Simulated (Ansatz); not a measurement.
# NaLiH2O2 (model structure): optical spectrum from first principles

Aim: the dielectric function of NaLiH2O2 (model structure), and the optical constants that follow from it. The structure is a model built here, which may or may not match a known phase. It was built so: 1 of the 2 Na atoms of the cell replaced by Li in the Cmcm structure of NaHO.

Method: DFT, PBE, plane-wave PAW, default files, scalar-relativistic, independent-particle optical response without local fields, in Ansatz 0.2.0.

Most raw output is cut from this account.

## (1) The starting structure

Symmetry: Amm2, No. 38, orthorhombic system. The conventional cell has a = 3.135 Å, b = 3.150 Å, c = 10.194 Å, α = 90.00°, β = 90.00°, γ = 90.00°. Na has 5 O at 2.13 to 2.24 Å and 6 H at 2.53 to 2.60 Å nearest. O has 1 H at 0.90 Å and 1 Na at 2.13 Å and 4 Li at 2.24 Å nearest. Nearest to O lie 1 H at 0.90 Å and 1 Li at 2.13 Å and 4 Na at 2.24 Å. Nearest to Li lie 5 O at 2.13 to 2.24 Å. Nearest to H lie 3 O at 0.90 to 2.36 Å and 2 H at 1.79 Å and 4 Na at 2.53 Å. Nearest to H lie 3 O at 0.90 to 2.36 Å and 2 H at 1.79 Å and 4 Li at 2.53 Å and 2 Na at 2.60 Å. 1 of the 2 Na atoms of the cell replaced by Li in the Cmcm structure of NaHO. Farther neighbours and most contacts between anions are not listed.

## (2) Relaxation

The structure was built or cut out here, so it is relaxed before any spectrum is computed.

This step: DFT, PBE, plane-wave PAW, default files, scalar-relativistic, relaxation (Ansatz 0.2.0).

input.yaml

```yaml
crystal:
  lattice:
    - [1.57478258, -5.09682299, 0.0]
    - [1.57478258, 5.09682299, 0.0]
    - [0.0, 0.0, 3.13512645]
  atoms:
    - { symbol: Na, position: [0.339311, 0.660689, 0.75] }
    - { symbol: O, position: [0.13047435, 0.86952565, 0.75] }
    - { symbol: O, position: [0.86952565, 0.13047435, 0.25] }
    - { symbol: Li, position: [0.660689, 0.339311, 0.25] }
    - { symbol: H, position: [0.95804366, 0.04195634, 0.25] }
    - { symbol: H, position: [0.04195634, 0.95804366, 0.75] }
kpoints:
  mp_grid: { grid: [7, 7, 7] }
scf:
  occupations: { method: fermi_dirac, width: 0.05 }
hamiltonian:
  xc: pbe
  pseudopotentials: { kind: paw }
output:
  forces: true
  stress: true
relax:
  f_tol: 0.02
  max_steps: 50
  cell: {}
```

Command:

```sh
$ ansatz run input.yaml --threads 2 --pin off --max-ram 5120MiB --backend cpu --events-out ev --progress --plain --runs-dir out
```

It took 21 s on 2 threads of Intel Xeon 6975P-C (Granite Rapids), shared host; peak memory 0.48 GiB; 41 s of CPU time.

Relaxation path:

```tsv
step	energy less that of the first step (eV)	largest force component (eV/Å)	pressure (GPa)	volume (Å³)
1	0.0000	4.1132	13.76	50.33
2	-0.3289	0.9356	3.91	54.31
3	-0.3601	0.1674	0.71	56.22
4	-0.3646	0.1521	-0.23	57.03
5	-0.3667	0.0689	-0.18	57.02
6	-0.3674	0.0080	-0.03	56.87
7	-0.3675	0.0026	0.01	56.85
8*	-0.4098	0.0083	1.02	56.85
9	-0.4106	0.0525	0.30	58.48
10	-0.4092	0.0163	0.02	59.06
11	-0.4089	0.0042	-0.01	59.14
12*	-0.4179	0.0065	0.07	59.14
13	-0.4170	0.0155	0.00	59.55
14	-0.4168	0.0041	-0.02	59.63
15*	-0.4182	0.0045	-0.01	59.63
```

Relaxation steps marked * repeat the geometry before them on a plane-wave basis chosen anew for their cell, so energy and pressure can jump there.

Forces are held to the 4 operations that the run works with; a distortion that breaks them can't arise in this run.

```tsv
conventional cell, symmetrised	before	after	change
a (Å)	3.135	3.272	+4.4 %
b (Å)	3.150	3.280	+4.1 %
c (Å)	10.194	11.113	+9.0 %
volume (Å³/atom)	8.39	9.94	+18.5 %
```

The atoms that moved most (Å, as changes of fractional coordinates times the final cell):

```tsv
atom	dx	dy	dz	length
Li4	0.000	-0.175	0.000	0.175
H5	0.000	0.161	0.000	0.161
O3	0.000	0.147	0.000	0.147
H6	0.000	-0.089	0.000	0.089
O2	0.000	-0.073	0.000	0.073
Na1	0.000	0.029	0.000	0.029
```

Final coordinates:

```cif
data_structure
_symmetry_space_group_name_H-M 'P 1'
_symmetry_Int_Tables_number 1
_cell_length_a 5.7937
_cell_length_b 5.7937
_cell_length_c 3.2716
_cell_angle_alpha 90.000
_cell_angle_beta 90.000
_cell_angle_gamma 147.111
_cell_volume 59.63
loop_
_atom_site_label
_atom_site_type_symbol
_atom_site_fract_x
_atom_site_fract_y
_atom_site_fract_z
_atom_site_occupancy
Na1 Na 0.33668 0.66332 0.75000 1
O2 O 0.13705 0.86295 0.75000 1
O3 O 0.85631 0.14369 0.25000 1
Li4 Li 0.67644 0.32356 0.25000 1
H5 H 0.94359 0.05641 0.25000 1
H6 H 0.04993 0.95007 0.75000 1
```

The relaxation ends with a largest force component of 0.0045 eV/Å and a pressure of -0.01 GPa.

## (3) Ground state and bands

First the ground state: is it a metal or has it a gap?

This step: DFT, PBE, plane-wave PAW, default files, scalar-relativistic, ground state (Ansatz 0.2.0).

input.yaml

```yaml
crystal:
  lattice:
    - [1.6400940004, -5.556668318, 0.0]
    - [1.6400940004, 5.556668318, 0.0]
    - [0.0, 0.0, 3.2716244425]
  atoms:
    - { symbol: Na, position: [0.3366763323, 0.6633236677, 0.75] }
    - { symbol: O, position: [0.1370475124, 0.8629524876, 0.75] }
    - { symbol: O, position: [0.8563121014, 0.1436878986, 0.25] }
    - { symbol: Li, position: [0.6764414018, 0.3235585982, 0.25] }
    - { symbol: H, position: [0.9435884065, 0.0564115935, 0.25] }
    - { symbol: H, position: [0.0499342457, 0.9500657543, 0.75] }
kpoints:
  mp_grid: { grid: [7, 7, 7] }
  band_path:
    path:
      - [[0.0, 0.0, 0.0], [0.27177953, 0.27177953, 0.0], [0.0, 0.5, 0.0], [0.0, 0.5, 0.5], [0.27177953, 0.27177953, 0.5], [0.0, 0.0, 0.5], [0.0, 0.0, 0.0], [-0.5, 0.5, 0.0], [-0.27177953, 0.72822047, 0.0], [-0.27177953, 0.72822047, 0.5], [-0.5, 0.5, 0.5], [-0.5, 0.5, 0.0]]
      - [[0.0, 0.0, 0.5], [-0.5, 0.5, 0.5]]
    npoints: 5
scf:
  occupations: { method: fermi_dirac, width: 0.05 }
  n_extra_bands: 10
hamiltonian:
  xc: pbe
  pseudopotentials: { kind: paw }
output:
  forces: true
  stress: true
  populations: true
  write_bands: true
  write_density: true
  write_potential: true
  elf: true
  volumetric_format: npy
```

Elapsed: 3.1 s, on 2 threads; peak memory 0.47 GiB; 5.9 s of CPU time.

This step gave:

| Item | Value |
| --- | --- |
| free energy | -2860.9012 eV |
| Fermi energy | 2.924 eV |
| gap by band count | 3.072 eV |
| electrons | 26 |
| symmetry operations | 4 |
| pressure | -0.01185 GPa |
| gap on the k-mesh | 3.072 eV |
| volume | 59.63 Å³ |
| gap on the path | 3.070 eV |
| least direct gap on the path | 3.127 eV |

There is a gap, 3.07 eV on the path, so no carriers' term is needed. The cell is left with a pressure of 0.0 GPa after its relaxation.

The electronic bands at the labelled points (eV, zero at the Fermi level; v1 is the highest filled band, c1 the lowest empty one):

```tsv
point	v4	v3	v2	v1	c1	c2	c3	c4
Γ	-2.16	-2.02	-1.82	-1.68	1.45	6.93	7.74	9.79
0.60 of the way	-3.20	-2.89	-2.06	-1.63	3.20	6.02	7.81	8.91
X	-3.56	-3.07	-2.01	-1.64	3.98	5.44	7.28	9.16
0.60 of the way	-3.57	-3.12	-2.01	-1.63	4.18	5.10	7.45	9.11
S	-3.56	-3.14	-2.01	-1.63	4.27	4.96	7.50	9.10
0.40 of the way	-3.44	-3.15	-2.37	-2.18	4.93	5.28	7.97	8.77
R	-3.41	-3.40	-2.77	-2.76	6.62	6.74	6.92	7.48
0.40 of the way	-3.40	-3.40	-2.77	-2.76	6.60	6.73	6.93	7.49
A	-3.38	-3.37	-2.77	-2.77	6.47	6.67	7.03	7.51
0.40 of the way	-3.39	-3.38	-2.61	-2.60	5.72	5.79	8.18	8.34
Z	-3.60	-3.35	-1.99	-1.63	4.81	5.03	7.40	8.51
0.60 of the way	-2.70	-2.40	-2.00	-1.77	2.32	7.36	7.73	8.91
Γ	-2.16	-2.02	-1.82	-1.68	1.45	6.93	7.74	9.79
0.60 of the way	-2.10	-2.08	-1.77	-1.73	1.94	5.91	8.27	9.47
Y	-2.13	-2.00	-1.84	-1.69	2.25	5.45	8.45	9.42
0.60 of the way	-3.05	-2.53	-1.99	-1.74	3.02	6.42	7.48	9.22
X1	-3.56	-3.07	-2.01	-1.64	3.98	5.44	7.28	9.16
0.40 of the way	-3.45	-3.08	-2.35	-2.21	4.62	5.72	7.73	8.81
A1	-3.38	-3.37	-2.77	-2.77	6.47	6.67	7.03	7.51
0.60 of the way	-3.22	-3.15	-2.31	-2.13	4.73	4.88	8.15	8.75
T	-3.29	-3.14	-1.99	-1.63	4.30	4.32	7.90	8.85
0.60 of the way	-2.53	-2.35	-2.08	-1.68	2.72	5.90	7.64	9.47
Y	-2.13	-2.00	-1.84	-1.69	2.25	5.45	8.45	9.42
jump to Z	-3.60	-3.35	-1.99	-1.63	4.81	5.03	7.40	8.51
0.40 of the way	-3.49	-3.28	-1.99	-1.63	4.63	4.76	7.59	8.65
T	-3.29	-3.14	-1.99	-1.63	4.30	4.32	7.90	8.85
```

Electrostatic potential energy in the ab plane of the cell as run, not the conventional one, at fractional z = 0.250, with atoms of O and Li and H within 0.2 Å of it. With pseudopotentials it is smooth inside the atoms' cores, unlike the true potential.

Ten even steps from '0' (-39 eV) to '9' (7 eV), each cell a mean:
```
9999999999756558
9999999999998889
9999999999999999
9999999999999999
9999999999999999
9999999999999999
9999999999999888
9999999999987678
9999999999864479
9999999998522589
4799999985114896
2799999963148831
4789999853587200
2799999766883000
3899999889950000
8999999999821202
```
Atoms in or near the plane, at fractional coordinates: O at (0.86, 0.14), Li at (0.68, 0.32), H at (0.94, 0.06).

ELF in the ab plane of the cell as run, not the conventional one, at fractional z = 0.250, with atoms of O and Li and H within 0.2 Å of it. It is the smooth field of the valence electrons, not physical close to the nuclei.

Values in units of 1e-1, 16 rows by 16 columns, each cell a mean:
```
0.5 0.3 0.4 0.5 0.5 0.3 0.2 0.9 4.4 7.7 8.6 8.0 7.6 8.7 8.7 4.6
0.3 0.4 0.5 0.5 0.4 0.2 0.4 2.5 6.1 7.9 7.7 6.6 6.9 6.9 3.6 0.6
0.4 0.5 0.5 0.4 0.2 0.2 0.8 3.3 5.9 6.4 5.4 4.7 4.4 2.3 0.5 0.3
0.5 0.5 0.4 0.3 0.2 0.3 0.9 2.5 4.0 3.8 3.0 2.3 1.1 0.3 0.3 0.4
0.4 0.4 0.2 0.2 0.2 0.3 0.6 1.2 1.7 1.5 1.1 0.5 0.2 0.2 0.3 0.4
0.2 0.2 0.3 0.5 0.5 0.4 0.4 0.5 0.5 0.4 0.2 0.1 0.2 0.2 0.2 0.2
0.1 0.6 1.6 2.0 1.3 0.6 0.3 0.2 0.2 0.1 0.1 0.1 0.1 0.1 0.2 0.1
1.2 3.6 5.0 4.5 2.5 0.9 0.3 0.1 0.1 0.1 0.1 0.2 1.4 2.4 0.8 0.1
5.2 7.1 7.2 5.5 2.9 1.0 0.3 0.1 0.1 0.1 0.4 3.9 7.9 6.3 0.8 1.5
8.1 8.3 7.2 4.8 2.3 0.7 0.2 0.1 0.1 0.4 5.1 9.6 9.2 3.3 1.6 5.9
8.6 8.0 6.2 3.9 1.7 0.3 0.1 0.1 0.3 4.5 9.8 9.8 4.7 1.8 6.3 8.3
7.8 7.2 5.9 3.4 0.8 0.2 0.2 0.1 2.5 9.1 9.7 4.8 2.1 6.4 7.9 7.6
7.9 8.0 5.8 1.7 0.3 0.2 0.2 0.4 5.2 8.4 4.0 2.1 6.3 7.3 5.4 6.1
9.2 8.0 3.1 0.4 0.2 0.3 0.1 0.5 2.6 1.9 1.7 6.4 7.5 4.7 4.3 7.9
9.1 4.3 0.6 0.3 0.4 0.3 0.1 0.2 0.2 1.5 6.2 8.2 6.7 5.1 7.8 9.6
4.9 0.7 0.3 0.4 0.5 0.3 0.1 0.1 1.3 5.5 8.3 8.3 7.2 8.0 9.4 9.4
```
Atoms in or near the plane, at fractional coordinates: O at (0.86, 0.14), Li at (0.68, 0.32), H at (0.94, 0.06).

## (4) Spectrum

The spectrum is a sum over vertical transitions between filled and empty bands at the fixed density, so many empty bands are needed.

This step: DFT, PBE, plane-wave PAW, default files, scalar-relativistic, independent-particle optical response without local fields (Ansatz 0.2.0).

input.yaml, the sections that differ from step 3:

```yaml
kpoints:
  mp_grid: { grid: [7, 7, 7] }
scf:
  occupations: { method: fixed }
output:
  optics:
    e_range: [0, 30]
    de: 0.05
    sigma: 0.2
    nscf_kmesh: { grid: [8, 8, 8] }
    bands: auto
# crystal, hamiltonian: as in step 3
```

The job ended after 30 s (2 threads; peak memory 1.2 GiB).

Numbers from this step:

| Quantity | Value |
| --- | --- |
| electronic dielectric constant ε∞, mean over x, y and z (by symmetry where fewer were run) | 2.514 |
| absorption onset, first axis (α over 10⁴ cm⁻¹, or the direct gap if that lies higher) | 3.173 eV |
| main peak of Im epsilon, first axis | 11.56 eV |
| centre of weight of the strongest loss peak in the window | 18.35 eV |
| photocurrent from vertical transitions in a film 500 nm thick on a perfect mirror (two passes), AM1.5G, no front reflection, all carriers collected | 0.9963 mA/cm² |
| least direct gap on the mesh | 3.127 eV |
| bands summed | 63 |
| spectra valid up to | 46.14 eV |
| program's estimate of the k-sum error in Im epsilon | 0.18 % |
| electrons in the f-sum | 15.74 |

The Im ε has structure finer than the step of the table below, so its rows give means over 1 eV, whole bins alone (the curve runs from 0 to 30 eV). Peaks (eV: height): E ∥ x 4.5: 1.25, 9.3: 1.67, 11.6: 3.00, 15.0: 1.75; E ∥ y 9.3: 3.43, 11.7: 2.67, 14.5: 1.71, 18.9: 1.17; E ∥ z 4.3: 1.41, 10.2: 2.19, 10.9: 2.09, 12.0: 1.82, 13.7: 1.79, 15.0: 2.22.

The Im ε by photon energy; means over each step:

```tsv
photon energy (eV)	E ∥ x	E ∥ y	E ∥ z
2	0	0	0
3	0.132	0.00126	0.256
4	1.01	0.0992	1.22
5	1.05	0.376	1.16
6	0.652	0.636	0.788
7	0.531	1.13	0.374
8	0.872	2.12	0.884
9	1.16	3.20	1.28
10	0.963	2.67	1.92
11	1.78	2.30	1.53
12	2.15	2.16	1.58
13	1.82	1.41	1.41
14	1.61	1.38	1.54
15	1.43	1.55	1.87
16	0.918	1.36	1.15
17	0.751	0.935	0.818
18	0.692	0.701	0.650
19	0.651	0.950	0.521
20	0.629	0.663	0.513
21	0.468	0.550	0.472
22	0.486	0.518	0.396
23	0.401	0.375	0.434
24	0.337	0.338	0.341
25	0.328	0.336	0.379
26	0.377	0.345	0.380
27	0.377	0.306	0.335
28	0.384	0.334	0.336
29	0.312	0.322	0.348
```

Table of Re ε by photon energy:

```tsv
photon energy (eV)	E ∥ x	E ∥ y	E ∥ z
0	2.43	2.60	2.52
1	2.45	2.62	2.55
2	2.56	2.67	2.68
3	2.94	2.79	3.25
4	2.85	3.07	2.92
5	2.08	3.24	2.08
6	1.98	3.38	1.71
7	2.36	3.83	2.25
8	2.24	3.81	2.67
9	2.81	2.72	2.76
10	2.08	1.77	2.20
11	2.29	1.16	1.26
12	1.58	0.458	1.63
13	1.16	0.319	1.18
14	0.648	1.05	1.02
15	0.641	0.718	0.841
16	0.464	0.325	0.323
17	0.581	0.148	0.469
18	0.779	0.654	0.575
19	0.675	0.341	0.597
20	0.679	0.412	0.737
21	0.758	0.536	0.602
22	0.684	0.446	0.838
23	0.733	0.571	0.766
24	0.792	0.645	0.819
25	0.856	0.723	0.854
26	0.885	0.712	0.852
27	0.851	0.776	0.825
28	0.833	0.744	0.868
29	0.817	0.762	0.842
30	0.886	0.784	0.809
```

Values under 1 per cm are given as 1. The absorption coefficient by photon energy:

```tsv
photon energy (eV)	E ∥ x (1/cm)	E ∥ y (1/cm)	E ∥ z (1/cm)
0.00	1	1	1
1.00	1	1	1
2.00	1	1	1
3.00	892	5.42	6598
4.00	1.2e5	9804	1.4e5
5.00	1.8e5	53134	2.0e5
6.00	1.4e5	1.0e5	1.9e5
7.00	1.0e5	1.9e5	75774
8.00	2.4e5	4.1e5	2.3e5
9.00	2.9e5	8.0e5	3.3e5
10.00	2.9e5	8.6e5	6.5e5
11.00	6.3e5	1.0e6	8.5e5
12.00	7.8e5	1.1e6	7.8e5
13.00	9.3e5	9.0e5	7.2e5
14.00	1.1e6	8.1e5	8.6e5
15.00	1.2e6	1.1e6	1.3e6
16.00	9.1e5	1.2e6	1.1e6
17.00	7.5e5	1.1e6	8.8e5
18.00	7.1e5	7.4e5	7.5e5
19.00	6.8e5	1.2e6	6.1e5
20.00	7.4e5	8.7e5	5.8e5
21.00	5.1e5	7.2e5	6.0e5
22.00	6.2e5	8.1e5	4.6e5
23.00	5.4e5	5.4e5	5.8e5
24.00	4.7e5	4.9e5	4.6e5
25.00	4.3e5	4.8e5	5.2e5
26.00	5.2e5	5.3e5	5.5e5
27.00	5.2e5	4.1e5	4.8e5
28.00	5.9e5	5.3e5	5.0e5
29.00	5.0e5	5.4e5	5.5e5
30.00	5.5e5	5.3e5	4.3e5
```

Table of refractive index n and extinction k by photon energy:

```tsv
photon energy (eV)	n, E ∥ x	k, E ∥ x	n, E ∥ y	k, E ∥ y
0	1.56	0	1.61	0
1	1.57	0	1.62	0
2	1.60	0	1.64	0
3	1.72	0.00293	1.67	1.8e-5
4	1.71	0.297	1.75	0.0242
5	1.48	0.353	1.80	0.105
6	1.42	0.227	1.85	0.172
7	1.54	0.144	1.98	0.272
8	1.53	0.293	2.02	0.502
9	1.70	0.318	1.87	0.873
10	1.47	0.289	1.58	0.851
11	1.62	0.568	1.42	0.921
12	1.41	0.643	1.11	0.886
13	1.29	0.707	0.889	0.687
14	1.09	0.742	1.17	0.570
15	1.12	0.783	1.10	0.704
16	0.882	0.559	0.958	0.770
17	0.879	0.438	0.756	0.650
18	0.966	0.391	0.904	0.404
19	0.894	0.352	0.850	0.618
20	0.902	0.367	0.772	0.430
21	0.903	0.241	0.807	0.340
22	0.872	0.277	0.761	0.365
23	0.887	0.231	0.790	0.232
24	0.910	0.192	0.828	0.203
25	0.940	0.168	0.872	0.191
26	0.961	0.197	0.868	0.201
27	0.942	0.189	0.894	0.151
28	0.936	0.207	0.883	0.187
29	0.919	0.168	0.892	0.185
30	0.958	0.180	0.902	0.174
```

The loss function −Im 1/ε at q → 0 has structure finer than the step of the table below, so its rows give means over 1 eV, whole bins alone (the curve runs from 0 to 30 eV). Peaks (eV: height): E ∥ x 9.6: 0.264, 14.5: 0.606, 15.5: 0.971, 20.4: 0.866, 21.9: 0.695; E ∥ y 13.1: 0.775, 17.3: 1.28, 20.2: 1.16, 22.1: 1.13; E ∥ z 6.0: 0.236, 11.2: 0.526, 17.4: 1.12, 18.4: 0.956, 20.9: 0.817, 23.2: 0.595.

Loss function −Im 1/ε at q → 0 against energy loss; means over each step:

```tsv
energy loss (eV)	E ∥ x	E ∥ y	E ∥ z
2	0	0	0
3	0.0123	1.5e-4	0.0214
4	0.112	0.0102	0.127
5	0.187	0.0352	0.199
6	0.149	0.0533	0.195
7	0.0911	0.0728	0.0718
8	0.144	0.114	0.117
9	0.154	0.187	0.148
10	0.178	0.284	0.247
11	0.179	0.349	0.355
12	0.320	0.421	0.305
13	0.405	0.623	0.377
14	0.514	0.469	0.412
15	0.614	0.546	0.449
16	0.844	0.678	0.818
17	0.831	1.02	0.973
18	0.680	0.783	0.904
19	0.700	0.820	0.798
20	0.764	1.08	0.634
21	0.618	0.940	0.713
22	0.654	0.976	0.485
23	0.572	0.806	0.564
24	0.454	0.629	0.440
25	0.392	0.531	0.441
26	0.406	0.541	0.451
27	0.431	0.447	0.425
28	0.460	0.494	0.397
29	0.415	0.475	0.437
```

At chosen wavelengths:

```tsv
wavelength (nm)	n x	k x	R (%) x	1/α x	n y	k y	R (%) y	1/α y
1550	1.56	0.000	4.8	over 1 mm	1.62	0.000	5.5	over 1 mm
1064	1.57	0.000	4.9	over 1 mm	1.62	0.000	5.6	over 1 mm
800	1.58	0.000	5.1	over 1 mm	1.63	0.000	5.7	over 1 mm
633	1.60	0.000	5.3	over 1 mm	1.63	0.000	5.8	over 1 mm
532	1.62	0.000	5.6	over 1 mm	1.64	0.000	5.9	over 1 mm
450	1.67	0.000	6.2	over 1 mm	1.66	0.000	6.2	over 1 mm
193	1.44	0.179	3.8	86 nm	1.88	0.199	9.7	77 nm
```

Rows near the edge hang on the gap, which this functional as a rule makes too small, and phonon-assisted absorption is left out.

Through 1 µm of it, D65 light comes out colourless (x = 0.315, y = 0.333; 89 % transmitted).

The f-sum over the summed bands holds 15.7 of the cell's 26 electrons outside the frozen cores, 14 of which lie in bands more than 12 eV below the Fermi level, whose transitions come at higher energies. Up to 30 eV the strength has a mean oscillator energy of 12.3 eV, close to the main peak.

## (5) Static response with local fields

Perturbation theory gives the static response with local fields and the functional's kernel, and it needs no empty bands.

This step: DFT, PBE, plane-wave PAW, default files, scalar-relativistic, static field response by perturbation theory with local fields (Ansatz 0.2.0).

Changes to input.yaml since step 4:

```diff
@@ -19,8 +19,2 @@
   pseudopotentials: { kind: paw }
-output:
-  optics:
-    e_range: [0, 30]
-    de: 0.05
-    sigma: 0.2
-    nscf_kmesh: { grid: [8, 8, 8] }
-    bands: auto
+dielectric: {}
```

Wall time 35 s (2 threads); peak memory 1 GiB; 68 s of CPU time.

Read-outs, printed or worked out from the files:

- electronic dielectric constant ε∞, mean over x, y and z (by symmetry where fewer were run): 2.415

ε∞ with local fields:

```
2.37 0.00 0.00
0.00 2.39 0.00
0.00 0.00 2.48
```

Diagonal elements. Born, by row:

```tsv
atom	Z*xx (e)	Z*yy (e)	Z*zz (e)
Na1	0.979	1.021	0.957
O2	-1.393	-1.077	-1.5
O3	-1.238	-1.231	-1.35
Li4	1.097	1.109	1.085
H5	0.28	0.136	0.413
H6	0.275	0.042	0.394
```

The principal values of the ε∞ with local fields are 2.37, 2.39 and 2.48.

## (6) Outcome

| Quantity | Value |
| --- | --- |
| gap on the path | 3.07 eV |
| least direct gap on the path | 3.13 eV |
| electronic dielectric constant ε∞, mean over x, y and z (by symmetry where fewer were run) (independent particles) | 2.51 |
| absorption onset, first axis (α over 10⁴ cm⁻¹, or the direct gap if that lies higher) | 3.17 eV |
| main peak of Im epsilon, first axis | 11.6 eV |
| centre of weight of the strongest loss peak in the window, first axis | 18.4 eV |
| photocurrent from vertical transitions in a film 500 nm thick on a perfect mirror (two passes), AM1.5G, no front reflection, all carriers collected | 0.996 mA/cm² |
| electronic dielectric constant ε∞, mean over x, y and z (by symmetry where fewer were run) (static response with local fields) | 2.41 |

In words: At this level (PBE, independent particles) NaLiH2O2 has a mean ε∞ = 2.51 (2.41 with local fields) and n = 1.56 at 1550 nm (E ∥ x); absorption sets in near 3.2 eV, and Im ε peaks at 11.6 eV (E ∥ x). The cell grew by 18.5 % in volume. The gap is indirect (3.07 eV), so absorption without phonons can begin only at the direct gap of 3.13 eV. The absorption coefficient passes 10⁴ cm⁻¹ at 3.17 eV, inside the visible range. The strongest loss structure up to 30 eV has its centre of weight at 18.4 eV; a free-electron gas of the 15.7 electrons in the f-sum would put its plasmon at 19.1 eV. Distinct maxima of Im ε, read by a parabola through the highest points, lie at 10.92 eV (1.9), 11.56 eV (3.0), 12.36 eV (2.1) and 13.76 eV (1.8) for E ∥ x. The f-sum over the summed bands holds 15.7 of the cell's 26 electrons outside the frozen cores, 14 of which lie in bands more than 12 eV below the Fermi level, whose transitions come at higher energies. Up to 30 eV the strength has a mean oscillator energy of 12.3 eV, close to the main peak. Through 1 µm of it, D65 light comes out colourless (x = 0.315, y = 0.333; 89 % transmitted). In the base spectrum excitons and phonon-assisted transitions are missing, and so are local fields; PBE gaps are as a rule too small, which pulls the onset down and ε∞ up. In the base run ε includes the program's bounded estimate of what the bands above those summed add. The cell grew by 18 % in the relaxation, which can come from the guessed start or, where layers or molecules are weakly bound, from the missing dispersion term; a larger cell lowers ε.

[Logs are printed without paths, hosts, clocks, repeated set-up lines and the standing remarks that a program may print on its own settings, such as how far it seeks lower states.]

[Hosts, paths, dates, database ids (printed as entryN), source tags and the programs' standing remarks are cut or masked in the printed files.]
